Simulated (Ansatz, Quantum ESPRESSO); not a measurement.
## Na3TeCl (Pm-3m): Raman and infrared activity: relaxation

Quantum ESPRESSO 8.0 development, patched; DFT LDA, scalar-relativistic, plane waves, PseudoDojo norm-conserving pseudopotentials.

The structure was built from a prototype and need not be the compound's stable phase.

The structure is cubic, space group Pm-3m (No. 221). Conventional cell: a = 6.137 Å, b = 6.137 Å, c = 6.137 Å, α = 90.00°, β = 90.00°, γ = 90.00°. Nearest to Cl lie 12 Na at 4.34 Å. Nearest to Te lie 6 Na at 3.07 Å. Nearest to Na lie 2 Te at 3.07 Å. Farther neighbours and most contacts between anions are not listed.

The steps of the relaxation:

```
step  energy less that of the first step (eV)  largest force (eV/Å)  pressure (GPa)  volume (Å³)
   1                                   0.0000                0.0000           -2.28       231.14
   2                                  -0.0376                0.0000           -2.23       228.46
   3                                  -0.0919                0.0000           -2.15       224.49
   4                                  -0.1682                0.0000           -2.01       218.62
   5                                  -0.2698                0.0000           -1.76       210.00
   6                                  -0.3881                0.0000           -1.25       197.51
   7                                  -0.4686                0.0000           -0.10       179.72
   8                                  -0.4690                0.0000            0.02       178.26
   9                                  -0.4690                0.0000            0.00       178.49
  10                                  -0.4690                0.0000            0.00       178.49
  11                                  -0.4677                0.0000            0.00       178.49
```

```csv
"conventional cell, symmetrised",before,after,change
a (Å),6.137,5.630,-8.3 %
b (Å),6.137,5.630,-8.3 %
c (Å),6.137,5.630,-8.3 %
volume (Å³/atom),46.23,35.70,-22.8 %
```

The last row of the table of steps is pw.x's closing run on a basis chosen anew for the final cell, so its energy can jump.

Read from the output:

```yaml
volume_per_atom: 35.70 Å³
pressure: -0.002 GPa
gap_on_the_k_mesh: 2.441 eV
```

The volume changes by -22.8 % from the cell with which this run began.

What was run to get this?

The system, level and task follow from the heading and the kind of results. Meshes, cutoffs and thresholds can't be read from the results; these are the ones that the run used.

relax.in reads:

```
 &control
    calculation='vc-relax',
    prefix='x',
    outdir='./tmp',
    pseudo_dir='./pseudo',
    tprnfor=.true.,
    tstress=.true.,
    forc_conv_thr=2.0d-05,
    etot_conv_thr=1.0d-07,
    nstep=40,
 /
 &system
    ibrav=0,
    nat=5,
    ntyp=3,
    ecutwfc=106,
    occupations='fixed',
    nbnd=27,
 /
 &electrons
    conv_thr=1.0d-11,
    mixing_beta=0.7,
    electron_maxstep=100,
 /
 &ions
 /
 &cell
    press_conv_thr=0.2,
 /
ATOMIC_SPECIES
 Cl     35.4500  Cl.upf
 Te    127.6000  Te.upf
 Na     22.9898  Na.upf
CELL_PARAMETERS angstrom
     6.137000000    0.000000000    0.000000000
     0.000000000    6.137000000    0.000000000
     0.000000000    0.000000000    6.137000000
ATOMIC_POSITIONS crystal
 Cl     0.000000000   0.000000000   0.000000000
 Te     0.500000000   0.500000000   0.500000000
 Na     0.500000000   0.500000000   0.000000000
 Na     0.500000000   0.000000000   0.500000000
 Na     0.000000000   0.500000000   0.500000000
K_POINTS automatic
 4 4 4 0 0 0
```

On the command line:

```
> OMP_NUM_THREADS=1 mpirun -n 4 pw.x -nk 4 -in relax.in > relax.out
```

[Host names and launcher messages were left out of these logs when they were recorded.]

[Logs are printed without paths, hosts, clocks, repeated set-up lines and the standing remarks that a program may print on its own settings, such as how far it seeks lower states.]

[Hosts, paths, dates, database ids (printed as entryN), source tags and the programs' standing remarks are cut or masked in the printed files.]
